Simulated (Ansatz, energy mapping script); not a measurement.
# MnS in the rock-salt structure: J from the energies of magnetic orders (isotropic strain to volume × 0.94), part 2 of 2

Aim: the exchange couplings of MnS in the rock-salt structure from the energies of a few collinear orders, and the ordering temperature that they give.

PBE with U = 4.4 eV on Mn d, ortho-atomic projectors; plane waves, U on orthogonalised atomic orbitals unless named otherwise, collinear spin, no spin–orbit coupling.

So far. Step 8 (Order 6: uncompensated ++−, cell C of 6 atoms): The run ends ferrimagnetic, 39.24 meV a magnetic atom below the parallel order of its cell. Step 9 (Order 7: parallel, cell D of 6 atoms): The run ends ferromagnetic. For each magnetic atom its energy differs from the parallel run of the first cell by 0.00 meV, an error that one common reference would have brought in.

## Step 10: Uncompensated ++− start in cell D (6 atoms)

This order reverses 6.67 of the 12 neighbours at 3.69 Å, 2.67 of the 6 neighbours at 5.22 Å and 8 of the 24 neighbours at 6.39 Å, counted for an average magnetic atom.

input.yaml reads:

```yaml
crystal:
  lattice:
    - [0.0, -2.6088032567, -2.6088032567]
    - [-5.2176065133, 0.0, 0.0]
    - [2.6088032567, 5.2176065133, -2.6088032567]
  atoms:
    - { symbol: Mn, position: [0.666666667, 0.666666667, 0.333333333], spin: 4.5 }
    - { symbol: Mn, position: [0.333333333, 0.333333333, 0.666666667], spin: 4.5 }
    - { symbol: Mn, position: [0.0, 0.0, 0.0], spin: -4.5 }
    - { symbol: S, position: [0.666666667, 0.166666667, 0.333333333] }
    - { symbol: S, position: [0.333333333, 0.833333333, 0.666666667] }
    - { symbol: S, position: [0.0, 0.5, 0.0] }
magnetization:
  spin_polarized: true
kpoints:
  mp_grid: { grid: [7, 7, 7] }
hamiltonian:
  xc: pbe
  hubbard:
    sites:
      - { species: Mn, l: d, u_eff: 4.4 }
      - { site: 0, l: d, u_eff: 4.4, starting_ns: [{ spin: up, occupation_matrix: mn1_major }, { spin: down, occupation_matrix: mn1_minor }] }
      - { site: 1, l: d, u_eff: 4.4, starting_ns: [{ spin: up, occupation_matrix: mn1_major }, { spin: down, occupation_matrix: mn1_minor }] }
      - { site: 2, l: d, u_eff: 4.4, starting_ns: [{ spin: up, occupation_matrix: mn1_minor }, { spin: down, occupation_matrix: mn1_major }] }
    projectors: ortho-atomic
    occupation_matrices:
      mn1_major:
        matrix:
          - [0.993, 0.0, 0.0, 0.0, 0.0]
          - [0.0, 0.998, 0.0, 0.0, 0.0]
          - [0.0, 0.0, 0.998, 0.0, 0.0]
          - [0.0, 0.0, 0.0, 0.993, 0.0]
          - [0.0, 0.0, 0.0, 0.0, 0.998]
      mn1_minor:
        matrix:
          - [0.105, 0.0, 0.0, 0.0, 0.0]
          - [0.0, 0.024, 0.0, 0.0, 0.0]
          - [0.0, 0.0, 0.024, 0.0, 0.0]
          - [0.0, 0.0, 0.0, 0.105, 0.0]
          - [0.0, 0.0, 0.0, 0.0, 0.024]
scf:
  occupations: { method: fermi_dirac, width: 0.04 }
output:
  eigenvalues: true
```

Command:

```
$ ansatz run input.yaml --threads 4 --pin off --max-ram 8192MiB --backend cpu --events-out ev --progress --plain --runs-dir out
```

Elapsed: 12 s, on 4 threads of Arm Neoverse V1, shared host; peak memory 0.81 GiB; 46 s of CPU time.

The run ends ferrimagnetic, 35.24 meV a magnetic atom below the parallel order of its cell.

## Step 11: Mapping onto a Heisenberg model

Each energy difference is a sum of couplings weighted by the pairs that the order reverses. A few near shells are fitted to the differences by least squares. Energies are those extrapolated to zero occupation width, not the free energies F.

Energies from the parallel order of the same cell:

```
                      order  atoms  energy (meV a magnetic atom)  moments (μB)  moments kept as typed  opposed neighbours at 3.69, 5.22, 6.39 Å
         parallel in cell A      4                          0.00          4.52                    yes                                   0, 0, 0
   compensated +− in cell A      4                        -50.39          4.44                    yes                                  6, 6, 12
         parallel in cell B      4                          0.00          4.52                    yes                                   0, 0, 0
   compensated +− in cell B      4                        -18.63          4.50                    yes                                  8, 0, 16
         parallel in cell C      6                          0.00          4.52                    yes                                   0, 0, 0
uncompensated ++− in cell C      6                        -39.24  4.43 to 4.48                    yes                                  4, 4, 12
         parallel in cell D      6                          0.00          4.52                    yes                                   0, 0, 0
uncompensated ++− in cell D      6                        -35.24  4.44 to 4.48                    yes                             6.67, 2.67, 8
```

The Heisenberg fit (each pair counts twice, positive J is ferromagnetic):

```
 pair  distance (Å)  neighbours  J (meV)
Mn–Mn          3.69          12    -1.10
Mn–Mn          5.22           6    -3.22
Mn–Mn          6.39          24  -0.0669
```

Adding the shell at 7.38 Å gives -0.67, -3.0, -0.25 and -0.46 meV and a mean-field temperature of 98.1 K, an exact solve that tests nothing.

In mean field these couplings order at 149 K, at q = (0.50, 0.50, 0.50) in fractions of the conventional cell's reciprocal vectors, and give a Curie–Weiss temperature of -264 K.

## Step 12: Ordering temperature by Monte Carlo

Mean field ignores fluctuations and overstates the ordering temperature, so the model is also sampled. The heat capacity peaks where order sets in.

Classical unit spins with these couplings on 8×8×4 copies of a cell that holds the lowest order (512 spins), heat-bath sweeps, cooled from random directions, 1009 sweeps to settle and 3027 measured at each temperature, averaged over 4 runs.

```
T (K)  order along the lowest pattern  net moment  heat capacity (k_B a spin)
 17.9                            0.50        0.01                        1.09
 30.7                            0.42        0.01                        1.10
 49.8                            0.38        0.01                        1.17
 62.5                            0.36        0.01                        1.31
 75.2                            0.35        0.02                        1.42
 94.3                            0.28        0.02                        1.81
  101                            0.25        0.02                        1.88
  107                            0.21        0.02                        1.86
  120                            0.15        0.02                        1.13
  133                            0.12        0.02                        0.66
  152                            0.09        0.02                        0.36
  164                            0.08        0.02                        0.28
```

The smoothed heat capacity peaks at 101 K. The order column follows one pattern alone; equivalent domains or another pattern share the rest.

## Step 13: Against the first cell

The first set of orders, under PBE+U (4.4 eV), isotropic strain to volume × 1, took 3.6 min of CPU time summed over its finished orders (seed run apart), these 3.2 min.

```
                                  quantity  this set  first set
J at 3.69 Å (3.77 Å in the first set), meV     -1.10     -0.706
J at 5.22 Å (5.33 Å in the first set), meV     -3.22      -2.03
J at 6.39 Å (6.52 Å in the first set), meV   -0.0669    -0.0423
       ordering temperature, mean field, K       149       94.4
        heat-capacity peak, Monte Carlo, K       101       64.2
```

The coupling that led in the first set goes from -2.03 to -3.22 meV.

## Step 14: Summary of results

```yaml
lowest_order_tried: compensated +− in cell A
largest_fitted_value_mn_mn_at_5p22_a: -3.22 meV
ordering_temperature_mean_field: 149 K
heat_capacity_peak_monte_carlo: 101 K
```

**Reading.** Of the orders tried, MnS in the rock-salt structure (isotropic strain to volume × 0.94) prefers the order “compensated +− in cell A” under PBE+U (4.4 eV), with 6 of 12 neighbours at 3.69 Å, 6 of 6 neighbours at 5.22 Å and 12 of 24 neighbours at 6.39 Å opposed. The largest fitted coupling is the Mn–Mn pair at 5.22 Å, antiferromagnetic at -3.2 meV, across a ligand at about 180°. It also takes up the part of reversed shells that are not fitted, so neither its size nor its rank as a single path is established. The orders also reverse pairs at 7.38 Å, which are not fitted, so the fitted values hold their part too. With 4 differences for 3 couplings the fit misses by 3.1 meV at most, which is not small: farther shells, terms beyond the Heisenberg form or the mesh can cause that. In the fitted orders moments change by up to 1.9 % against the parallel run of the same cell, so their size stays put. One more shell, at 7.38 Å, moves the mean-field temperature from 149 to 98.1 K, so the temperatures, and any agreement with experiment, hang on where the fit is cut. Monte Carlo puts the peak at 0.68 of the mean-field temperature, since mean field leaves out fluctuations. In tests on simple cubic and body-centred models such peaks lay 5 to 6 % under the bulk value. On cooling, the order along the one computed pattern stays at or under 0.50: the model settles in an equivalent domain, a degenerate mixture or another order. The parallel order holds 5 μB a magnetic atom, spin 2.5; the common factor (S+1)/S would raise the classical 101 K to 142 K, a correction that often overshoots. The cell was built from a prototype and relaxed before the change was imposed without further relaxation; a distortion that needs a larger cell, or another structure that the compound may prefer, is not captured.

[Logs and program files are shortened in this print: banners, set-up blocks, solver, clock and traceback lines can be left out without a mark of their own.]

[Logs are printed without paths, hosts, clocks, repeated set-up lines and the standing remarks that a program may print on its own settings, such as how far it seeks lower states.]

[Hosts, paths, dates, database ids (printed as entryN), source tags and the programs' standing remarks are cut or masked in the printed files.]

[Where a cell is said to come from a database of computed structures, the database is the Materials Project.]
